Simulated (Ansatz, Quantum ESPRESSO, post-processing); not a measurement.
# Screening and band shifts of Mo2CO2 MXene, 1 layer, part 5 of 7

How does Mo2CO2 MXene, 1 layer respond to a gate-like field without added charge?

Quantum ESPRESSO 7.5; plane-wave DFT, vdW-DF-cx, GBRV ultrasoft pseudopotentials made under PBE; geometry and cross-check by Ansatz 0.2.0 with PAW datasets.

So far. Step 11 (Self-consistent run: field 0.4 V/Å): The dipole goes from -0.0000 to 0.1010 e Å, 0.2524 e Å per V/Å. Step 12 (Electrostatic potential): The slope in the vacuum is 0.400 eV/Å for an applied 0.40 V/Å, as it should be.

## 13. Band structure: field 0.4 V/Å

The input, f3.bands.in:

```
&control
  prefix = 'f3.bands'
  outdir = './out'
  pseudo_dir = './pseudo'
  calculation = 'bands'
  tefield = .true.
  dipfield = .true.
/
&system
  ibrav = 0
  nat = 5
  ntyp = 3
  ecutwfc = 40
  ecutrho = 200
  input_dft = 'vdw-df-cx'
  occupations = 'smearing'
  smearing = 'fd'
  degauss = 0.004
  edir = 3
  emaxpos = 0.97
  eopreg = 0.04
  eamp = 0.00777876
  nbnd = 28
/
&electrons
  conv_thr = 1e-07
  mixing_beta = 0.4
  electron_maxstep = 120
  mixing_mode = 'local-TF'
/
ATOMIC_SPECIES
  O   15.9990  o_pbe_v1.2.uspp.F.UPF
  Mo  95.9500  mo_pbe_v1.uspp.F.UPF
  C   12.0110  c_pbe_v1.2.uspp.F.UPF
CELL_PARAMETERS angstrom
  3.09190257887328 0.00000000000000 0.00000000000000
  -1.54595128943664 2.67766617933088 -0.00000000000000
  0.00000000000000 -0.00000000000000 21.51903931870000
ATOMIC_POSITIONS crystal
  O   0.333333333333 0.666666666667 0.396062257604
  Mo  0.666666666667 0.333333333333 0.448057132490
  C   0.000000000000 0.000000000000 0.499999999456
  Mo  0.333333333333 0.666666666667 0.551942862246
  O   0.666666666667 0.333333333333 0.603937748203
K_POINTS crystal_b
4
  0.0000000000 0.0000000000 0.0000000000 14
  0.5000000000 0.0000000000 0.0000000000 14
  0.3333333333 0.3333333333 0.0000000000 14
  0.0000000000 0.0000000000 0.0000000000 1
```

Started as:

```bash
$ cp -r out/f3.save out/f3.bands.save
$ cp out/f3.xml out/f3.bands.xml
$ OMP_NUM_THREADS=1 mpirun -n 4 pw.x -nk 4 -in f3.bands.in > f3.bands.out
```

Numbers of over 12 decimals in the logs are rounded to 6 here.

The log of the run:

```text
[banner, memory and clock lines left out]
Program PWSCF v.7.5 starts
[citation notice left out]

[...]
bravais-lattice index     =            0
     lattice parameter (alat)  =       5.8428  a.u.
     unit-cell volume          =    1202.2692 (a.u.)^3
     number of atoms/cell      =            5
     number of atomic types    =            3
     number of electrons       =        44.00
     number of Kohn-Sham states=           28
     kinetic-energy cutoff     =      40.0000  Ry
     charge density cutoff     =     200.0000  Ry
     Exchange-correlation= VDW-DF-CX
                           (   1   4  27   0   1   0   0)

[...]
PseudoPot. # 1 for O  read from file:
     ./pseudo/o_pbe_v1.2.uspp.F.UPF
     Pseudo is Ultrasoft + core correction, Zval =  6.0
     Generated by new atomic code, or converted to UPF format
     Using radial grid of  737 points,  5 beta functions with:
                l(1) =   0
                l(2) =   0
                l(3) =   1
                l(4) =   1
                l(5) =   2
     Q(r) pseudized with  8 coefficients,  rinner =    0.900   0.900   0.900
                                                       0.900   0.900

     PseudoPot. # 2 for Mo read from file:
     ./pseudo/mo_pbe_v1.uspp.F.UPF
     Pseudo is Ultrasoft + core correction, Zval = 14.0
     Generated by new atomic code, or converted to UPF format
     Using radial grid of  889 points,  6 beta functions with:
                l(1) =   0
                l(2) =   0
                l(3) =   1
                l(4) =   1
                l(5) =   2
                l(6) =   2
     Q(r) pseudized with  6 coefficients,  rinner =    1.000   1.000   1.000
                                                       1.000   1.000

     PseudoPot. # 3 for C  read from file:
     ./pseudo/c_pbe_v1.2.uspp.F.UPF
     Pseudo is Ultrasoft + core correction, Zval =  4.0
     Generated by new atomic code, or converted to UPF format
     Using radial grid of  721 points,  4 beta functions with:
                l(1) =   0
                l(2) =   0
                l(3) =   1
                l(4) =   1
     Q(r) pseudized with  8 coefficients,  rinner =    1.100   1.100   1.100

     atomic species   valence    mass     pseudopotential
     O                 6.00    15.99900     O ( 1.00)
     Mo               14.00    95.95000     Mo( 1.00)
     C                 4.00    12.01100     C ( 1.00)

     No symmetry found

[...]
number of k points=    43  Fermi-Dirac smearing, width (Ry)=  0.0040
[...]
Dense  grid:    57393 G-vectors     FFT dimensions: (  27,  27, 192)

     Smooth grid:    41101 G-vectors     FFT dimensions: (  24,  24, 180)

     Check: negative core charge=   -0.000001

     The potential is recalculated from file :
     ./out/f3.bands.save/charge-density

     negative rho (up, down):  4.824E-03 0.000E+00

     %%%%%%%%%%%%%%%%%%%%%%%%%%%%%%%%%%%%%%%%%%%%%%%%%%%%%%%%%%%%%%%%%%%%%%%%
     %                                                                      %
     % You are using vdW-DF, which was implemented by the Thonhauser group. %
     % possible and the two reviews that describe the various versions:     %
     %                                                                      %
     %                                                                      %
     % If you are calculating stress with vdW-DF, please also cite:         %
     %                                                                      %
     %                                                                      %
     %%%%%%%%%%%%%%%%%%%%%%%%%%%%%%%%%%%%%%%%%%%%%%%%%%%%%%%%%%%%%%%%%%%%%%%%

     %%%%%%%%%%%%%%%%%%%%%%%%%%%%%%%%%%%%%%%%%%%%%%%%%%%%%%%%%%%%%%%%%%%%%%%%
     %                                                                      %
     %  vdW-DF NEWS:                                                        %
     %                                                                      %
     %  * vdW-DF3 is now available. DOI: 10.1021/acs.jctc.0c00471           %
     %    use with input_dft = 'vdW-DF3-opt1' or 'vdW-DF3-opt2'             %
     %                                                                      %
     %  * Unscreened and range-separated hybrid vdW-DF-cx functionals       %
     %    DOI: 10.1063/1.4986522 and 10.1088/1361-648X/ac2ad2               %
     %    use with input_dft = 'vdW-DF-cx0'    and 'vdW-DF-ahcx'            %
     %  * Unscreened and range-separated hybrid vdW-DF2-b86r functionals    %
     %    DOI: 10.1063/1.4986522 and DOI: 10.1103/PhysRevX.12.041003        %
     %    use with input_dft = 'vdW-DF2-br0' and 'vdW-DF2-ahbr'             %
     %                                                                      %
     %%%%%%%%%%%%%%%%%%%%%%%%%%%%%%%%%%%%%%%%%%%%%%%%%%%%%%%%%%%%%%%%%%%%%%%%

     Adding external electric field

     Computed dipole along edir(3) :
        Dipole                0.1908 Ry au,          0.4849 Debye
        Dipole field          0.0020 Ry au,

        E field amplitude [Ha a.u.]:  7.7788E-03
        Potential amp.        0.4517 Ry
        Total length         39.0385 bohr

     Starting wfcs are   38 randomized atomic wfcs

     Band Structure Calculation
     Davidson diagonalization with overlap

     ethr =  2.27E-10,  avg # of iterations = 30.6

     End of band structure calculation

          k = 0.0000 0.0000 0.0000 (  5091 PWs)   bands (ev):

   -62.1163 -62.0079 -36.5412 -35.9829 -35.9829 -35.9359 -35.8868 -35.8868
   -18.5758 -18.3897 -12.2404  -7.4340  -6.5283  -6.5283  -4.7714  -4.7714
    -4.3464  -2.0350  -1.9993  -1.9993  -1.8995  -1.8995  -0.2507   0.6236
     0.6236   2.2065   2.2918   2.2918

          k = 0.0357 0.0206 0.0000 (  5109 PWs)   bands (ev):

   -62.1153 -62.0075 -36.5390 -35.9992 -35.9855 -35.9273 -35.8930 -35.8873
   -18.5673 -18.3848 -12.2446  -7.4116  -6.5245  -6.5110  -4.8126  -4.7617
    -4.3181  -2.3199  -2.2762  -2.0024  -1.6663  -1.6223  -0.2533   0.6392
     0.6573   2.2246   2.2736   2.2988

[...]
```

The job ended after 61 s (4 MPI ranks of Arm Neoverse N1, shared host; peak memory 0.35 GiB; 4.1 min of CPU time).

Read from the output:

- valence top, on the run's zero: 0.6116 eV
- conduction bottom, on the run's zero: -0.2533 eV

Band numbers count within the set of bands kept for display. The electronic bands at the labelled points (eV, zero at the Fermi level; # counts the bands kept):

```
  point     #8     #9    #10    #11    #12   #13   #14   #15
      Γ  -2.31  -2.31  -2.21  -2.21  -0.56  0.32  0.32  1.90
halfway  -3.66  -2.79  -1.92  -0.64   0.45  0.79  1.28  1.82
      M  -3.09  -2.70  -2.18   0.30   0.33  1.21  1.31  1.83
halfway  -3.95  -3.06  -1.46   0.08   0.09  1.32  1.44  1.99
      K  -3.97  -3.93  -0.58  -0.45  -0.45  1.50  1.51  2.13
halfway  -3.73  -2.95  -1.56  -0.80   0.67  1.07  1.36  1.75
      Γ  -2.31  -2.31  -2.21  -2.21  -0.56  0.32  0.32  1.90
```

By band count these two levels touch or overlap: there is no gap, and they are no band edges.

Upper empty bands that drop with the field can be states of the vacuum, held by the sawtooth; they depend on the cell's width.

## 14. Density by pp.x

The density shows how far the electrons spill into the vacuum.

The input, f0.rho.in:

```
&inputpp
  prefix = 'f0'
  outdir = './out'
  filplot = 'f0.rho.dat'
  plot_num = 0
/
```

Started as:

```bash
$ OMP_NUM_THREADS=1 mpirun -n 4 pp.x -in f0.rho.in > f0.rho.out
```

The log of the run:

```text
[banner, memory and clock lines left out]
Program POST-PROC v.7.5 starts

          URL

     ./out/f0.save/

     IMPORTANT: XC functional enforced from input :
     Exchange-correlation= VDW-DF-CX
                           (   1   4  27   0   1   0   0)
     Any further DFT definition will be discarded
     Please, verify this is what you really want

     Check: negative core charge=   -0.000001

     negative rho (up, down):  4.840E-03 0.000E+00

     %%%%%%%%%%%%%%%%%%%%%%%%%%%%%%%%%%%%%%%%%%%%%%%%%%%%%%%%%%%%%%%%%%%%%%%%
     %                                                                      %
     % You are using vdW-DF, which was implemented by the Thonhauser group. %
     % possible and the two reviews that describe the various versions:     %
     %                                                                      %
     %                                                                      %
     % If you are calculating stress with vdW-DF, please also cite:         %
     %                                                                      %
     %                                                                      %
     %%%%%%%%%%%%%%%%%%%%%%%%%%%%%%%%%%%%%%%%%%%%%%%%%%%%%%%%%%%%%%%%%%%%%%%%

     %%%%%%%%%%%%%%%%%%%%%%%%%%%%%%%%%%%%%%%%%%%%%%%%%%%%%%%%%%%%%%%%%%%%%%%%
     %                                                                      %
     %  vdW-DF NEWS:                                                        %
     %                                                                      %
     %  * vdW-DF3 is now available. DOI: 10.1021/acs.jctc.0c00471           %
     %    use with input_dft = 'vdW-DF3-opt1' or 'vdW-DF3-opt2'             %
     %                                                                      %
     %  * Unscreened and range-separated hybrid vdW-DF-cx functionals       %
     %    DOI: 10.1063/1.4986522 and 10.1088/1361-648X/ac2ad2               %
     %    use with input_dft = 'vdW-DF-cx0'    and 'vdW-DF-ahcx'            %
     %  * Unscreened and range-separated hybrid vdW-DF2-b86r functionals    %
     %    DOI: 10.1063/1.4986522 and DOI: 10.1103/PhysRevX.12.041003        %
     %    use with input_dft = 'vdW-DF2-br0' and 'vdW-DF2-ahbr'             %
     %                                                                      %
     %%%%%%%%%%%%%%%%%%%%%%%%%%%%%%%%%%%%%%%%%%%%%%%%%%%%%%%%%%%%%%%%%%%%%%%%

     Adding external electric field

     Computed dipole along edir(3) :
        Dipole               -0.0000 Ry au,         -0.0001 Debye
        Dipole field         -0.0000 Ry au,

        Potential amp.        0.0000 Ry
        Total length         39.0385 bohr

     Calling punch_plot, plot_num =   0
     Writing data to file  f0.rho.dat
     Message from routine chdens:
     namelist plot not found or invalid, exiting

Note: The following floating-point exceptions are signalling: IEEE_UNDERFLOW_FLAG
Note: The following floating-point exceptions are signalling: IEEE_UNDERFLOW_FLAG
Note: The following floating-point exceptions are signalling: IEEE_UNDERFLOW_FLAG
Note: The following floating-point exceptions are signalling: IEEE_UNDERFLOW_FLAG
```

It took 31 s on 4 MPI ranks; peak memory 0.2 GiB.

Numbers from this step:

```
electrons by integration : 44.00 e
```

The valence density, planar mean oscillates, so the rows of the table below give means over windows of 1.12 Å about each position, cut where the curve ends. Its maxima inside the range that stand out by 2 % of the span (Å: e/Å³): 8.6: 0.906, 9.8: 1.30, 11.8: 1.30, 12.9: 0.906. Its minima: 9.0: 0.823, 10.8: 0.653, 12.6: 0.823.

Mean over planes. Table of valence density, planar mean by z; means over each step:

z (Å), valence density, planar mean (e/Å³) and a bar:
```
     5.04       0.00 
     6.16       0.00 
     7.28       0.04 #
     8.40       0.68 #################
     9.52       1.18 ##############################
    10.64       0.75 ###################
    11.76       1.18 ##############################
    12.88       0.82 #####################
    14.00       0.10 ###
    15.12       0.00 
    16.24       0.00
```

Valence density in the ca plane at fractional y = 0.333, with atoms of Mo and O within 0.2 Å of it. It is the smooth field of the valence electrons, not physical close to the nuclei.

Values in e/Å³, 5 rows by 16 columns, each cell a mean:
```
0.0 0.0 0.0 0.0 0.0 0.0 0.0 0.2 2.5 1.6 0.3 0.8 1.4 0.1 0.0 0.0
0.0 0.0 0.0 0.0 0.0 0.0 0.0 0.2 3.3 3.0 0.2 2.0 4.5 0.1 0.0 0.0
0.0 0.0 0.0 0.0 0.0 0.0 0.0 0.2 2.6 1.6 0.3 0.8 1.4 0.1 0.0 0.0
0.0 0.0 0.0 0.0 0.0 0.0 0.0 0.3 0.4 0.5 0.6 0.5 0.1 0.0 0.0 0.0
0.0 0.0 0.0 0.0 0.0 0.0 0.0 0.3 0.4 0.5 0.6 0.5 0.1 0.0 0.0 0.0
```
Columns run along c (16.0 Å, from fractional 0.05 to 0.79 of the cell), rows up along a (3.1 Å). Atoms in or near the plane, at fractional coordinates: Mo at (0.45, 0.67), O at (0.60, 0.67).

The density integrates to 44.000 electrons, as the 44 of the input ask.

## 15. Valence density

The input, f2.rho.in:

```
&inputpp
  prefix = 'f2'
  outdir = './out'
  filplot = 'f2.rho.dat'
  plot_num = 0
/
```

Started as:

```bash
$ OMP_NUM_THREADS=1 mpirun -n 4 pp.x -in f2.rho.in > f2.rho.out
```

The job ended after 31 s (4 MPI ranks; peak memory 0.2 GiB).

## 16. Charge moved by a field of 0.2 V/Å

This step gave:

| Quantity | Value |
| --- | --- |
| largest charge moved across a plane | 0.001125 e/Å² |
| dipole step | -1.103 eV |

The planar mean oscillates, so the rows of the table below give means over windows of 0.5 Å about each position, cut where the curve ends. Its maxima inside the range that stand out by 2 % of the span (Å: e/Å³): 7.96: 7.4e-4, 8.74: 4.3e-4, 9.64: 1.5e-4, 10.31: 9.1e-5, 11.54: 4.6e-6, 12.22: 1.9e-5, 13.11: -3.6e-4. Its minima: 8.41: 3.5e-4, 9.30: -2.1e-5, 9.97: -3.4e-6, 11.21: -9.0e-5, 11.88: -1.5e-4, 12.78: -4.3e-4, 13.56: -7.5e-4.

Table of planar mean by z; means over each step:

| z (Å) | planar mean (e/Å³) |
| --- | --- |
| 3.0 | 5.8e-8 |
| 3.5 | 1.5e-7 |
| 4.0 | 4.1e-7 |
| 4.5 | 1.1e-6 |
| 5.0 | 3.0e-6 |
| 5.5 | 8.5e-6 |
| 6.0 | 2.5e-5 |
| 6.5 | 7.2e-5 |
| 7.0 | 2.0e-4 |
| 7.5 | 5.0e-4 |
| 8.0 | 6.6e-4 |
| 8.5 | 4.0e-4 |
| 9.0 | 1.9e-4 |
| 9.5 | 7.7e-5 |
| 10.0 | 4.2e-5 |
| 10.5 | 6.1e-5 |
| 11.0 | -5.7e-5 |
| 11.5 | -4.1e-5 |
| 12.0 | -7.8e-5 |
| 12.5 | -1.8e-4 |
| 13.0 | -4.0e-4 |
| 13.5 | -6.7e-4 |
| 14.0 | -5.2e-4 |
| 14.5 | -2.0e-4 |
| 15.0 | -7.1e-5 |
| 15.5 | -2.3e-5 |
| 16.0 | -7.6e-6 |
| 16.5 | -2.5e-6 |
| 17.0 | -8.2e-7 |
| 17.5 | -2.7e-7 |
| 18.0 | -9.1e-8 |
| 18.5 | -3.0e-8 |

Table of running integral, electrons below z by z:

| z (Å) | running integral, electrons below z (e/Å²) |
| --- | --- |
| 3 | 3.4e-8 |
| 4 | 2.2e-7 |
| 5 | 1.6e-6 |
| 6 | 1.3e-5 |
| 7 | 1.0e-4 |
| 8 | 6.3e-4 |
| 9 | 0.00103 |
| 10 | 0.00108 |
| 11 | 0.00111 |
| 12 | 0.00104 |
| 13 | 8.2e-4 |
| 14 | 2.3e-4 |
| 15 | 2.7e-5 |
| 16 | 2.8e-6 |
| 17 | 3.1e-7 |
| 18 | 3.4e-8 |

## 17. Polarisability from the dipole between 0 and 0.1 V/A

Read from the output:

```
change of slope in the vacuum : 0.10000 eV/Å
polarisability a cell         : 3.634 Å³
sheet polarisability 4πα/A    : 5.515 Å
```

Table of change of the potential energy, second field less first by z:

z (Å), change of the potential energy, second field less first (eV) and a bar from the least value:
```
        0     -0.400 #######
        1     -0.700 
        2     -0.600 ##
        3     -0.500 ####
        4     -0.400 #######
        5     -0.300 #########
        6     -0.201 ###########
        7     -0.104 #############
        8     -0.030 ###############
        9     -0.005 ###############
       10      0.000 ################
       11      0.000 ################
       12      0.001 ################
       13      0.011 ################
       14      0.059 #################
       15      0.149 ###################
       16      0.248 #####################
       17      0.348 #######################
       18      0.448 ##########################
       19      0.548 ############################
       20      0.648 ##############################
       21      0.513 ###########################
```

## 18. Dipole against field

Table of dipole along the normal, dipole moment by applied field:

```
applied field (V/Å)  dipole along the normal, dipole moment (e·Å)
              0.000                                       -2.1e-5
              0.100                                        0.0252
              0.200                                        0.0504
              0.400                                         0.101
```

## 19. Cross-check with Ansatz: field 0.1 V/Å

A second code with its own PAW datasets, on the same atoms.

Level of this step: plane-wave DFT, PBE, Ansatz PAW (Ansatz 0.2.0).

The input, input.yaml:

```yaml
crystal:
  lattice:
    - [3.0919025789, 0.0, 0.0]
    - [-1.5459512894, 2.6776661793, 0.0]
    - [0.0, 0.0, 21.5190393187]
  atoms:
    - { symbol: O, position: [0.3333333333, 0.6666666667, 0.3960622576] }
    - { symbol: Mo, position: [0.6666666667, 0.3333333333, 0.4480571325] }
    - { symbol: C, position: [0.0, 0.0, 0.4999999995] }
    - { symbol: Mo, position: [0.3333333333, 0.6666666667, 0.5519428622] }
    - { symbol: O, position: [0.6666666667, 0.3333333333, 0.6039377482] }
kpoints:
  mp_grid: { grid: [12, 12, 1] }
hamiltonian:
  xc: pbe
scf:
  occupations: { method: fermi_dirac, width: 0.054 }
  convergence: { dr2_threshold: 1.0e-09 }
efield:
  axis: 3
  dipole_correction: true
  ramp_position: 0.97
  ramp_width: 0.04
  amplitude: 0.1
output:
  write_potential: true
  write_density: true
  volumetric_format: npy
```

Started as:

```bash
$ ansatz run input.yaml --threads 4 --pin off --max-ram 8192MiB --backend cpu --events-out ev --progress --plain --runs-dir out
```

The log of the run:

```text
[...]
Crystal: 5 atoms, lattice volume = 178.158 Å³
Basis set: ecut = 420 eV, 3479 PW (Γ)
Bands: 27, of which v1, the nominal top of the filled ones, is band 22 counted from 1 (21 counted from 0)
Symmetry: 6 space group operations
k-points: 19 of 144 (time reversal used)
[...]
SCF iter   1: F=—  HF=-11307.248857 eV  |F-HF|=—  |Δ(HF+E_count)|=         —  Δρ=1.31e-1  dr2=3.90e1  ethr=3.10e-3  p=0.028 e·Å  D=2.87e-2 V/Å  ΔV_dip=-0.62 eV  dr2_dipole=1.43e-4  V_vac-E_F(+/−)=6.36/5.04 eV  ⟨swp⟩=9.7  Hψ=3049  notcnv=0
[...]
SCF iter  13: F=-11297.399044 eV  HF=-11297.399044 eV  |F-HF|=4.55e-11  |Δ(HF+E_count)|=  9.13e-10  Δρ=2.81e-7  dr2=1.48e-10  ethr=2.27e-12  p=0.025 e·Å  D=2.55e-2 V/Å  ΔV_dip=-0.55 eV  dr2_dipole=5.17e-12  V_vac-E_F(+/−)=7.01/5.63 eV  ⟨swp⟩=4.1  Hψ=2221  notcnv=0
SCF 1 converged in 13 iterations: F = -11297.399044 eV  dr2 = 1.48e-10
[...]
SCF converged after 13 iterations
Free energy (F): -11297.399044 eV
[...]
Internal energy: -11297.379720 eV  (E = F + TS)
E sigma→0 (E₀):  -11297.389382 eV
Entropy (-TS):   -0.019323 eV (-3.865 meV/atom)
Fermi energy:    0.347563 eV
Dipole field:    D = 0.025476 V/Å  (p = 0.025083 e·Å, saw-weighted, corrected)
Work function:   not extracted (applied field tilts the vacuum); planar V_es + V_field profile in the machine report
[...]
--- Band table (eV; the first three rows and the last of 19) ---
  k-point 0: bands = [... 18 lower, -1.9487, -1.9487, -1.8693, -1.8693, -0.2090, 0.6655, 0.6655, 2.2402, ... 1 higher]
  k-point 1: bands = [... 18 lower, -2.6343, -1.8859, -1.4331, -1.1845, -0.1595, 0.7594, 0.8129, 2.2373, ... 1 higher]
  k-point 2: bands = [... 18 lower, -3.1581, -2.0352, -1.4304, -0.6577, 0.2492, 1.0234, 1.1171, 2.1747, ... 1 higher]
  k-point 18: bands = [... 18 lower, -3.6201, -3.6099, -0.2301, -0.1014, -0.1009, 1.8448, 1.8491, 2.4659, ... 1 higher]
```

Run time: 7.1 s. Hardware: 4 threads; peak memory 0.46 GiB.

This step gave:

| Quantity | Value |
| --- | --- |
| free energy | -11297.3990 eV |
| energy at zero smearing | -11297.3894 eV |
| smearing term TS | 0.01932 eV |
| Fermi energy | 0.3476 eV |
| dipole along the normal | 0.02508 e·Å |

At 0.1 V/Å Ansatz's dipole is 0.0251 e Å against 0.0252 from pw.x, under another functional.

[end of part 5 of 7]

[Logs are printed without paths, hosts, clocks, repeated set-up lines and the standing remarks that a program may print on its own settings, such as how far it seeks lower states.]

[Hosts, paths, dates, database ids (printed as entryN), source tags and the programs' standing remarks are cut or masked in the printed files.]

[Maps of the electrostatic potential energy from Ansatz leave out the sawtooth potential of an applied field or a dipole correction, so their vacuum need not be flat; planar profiles and work functions include it.]
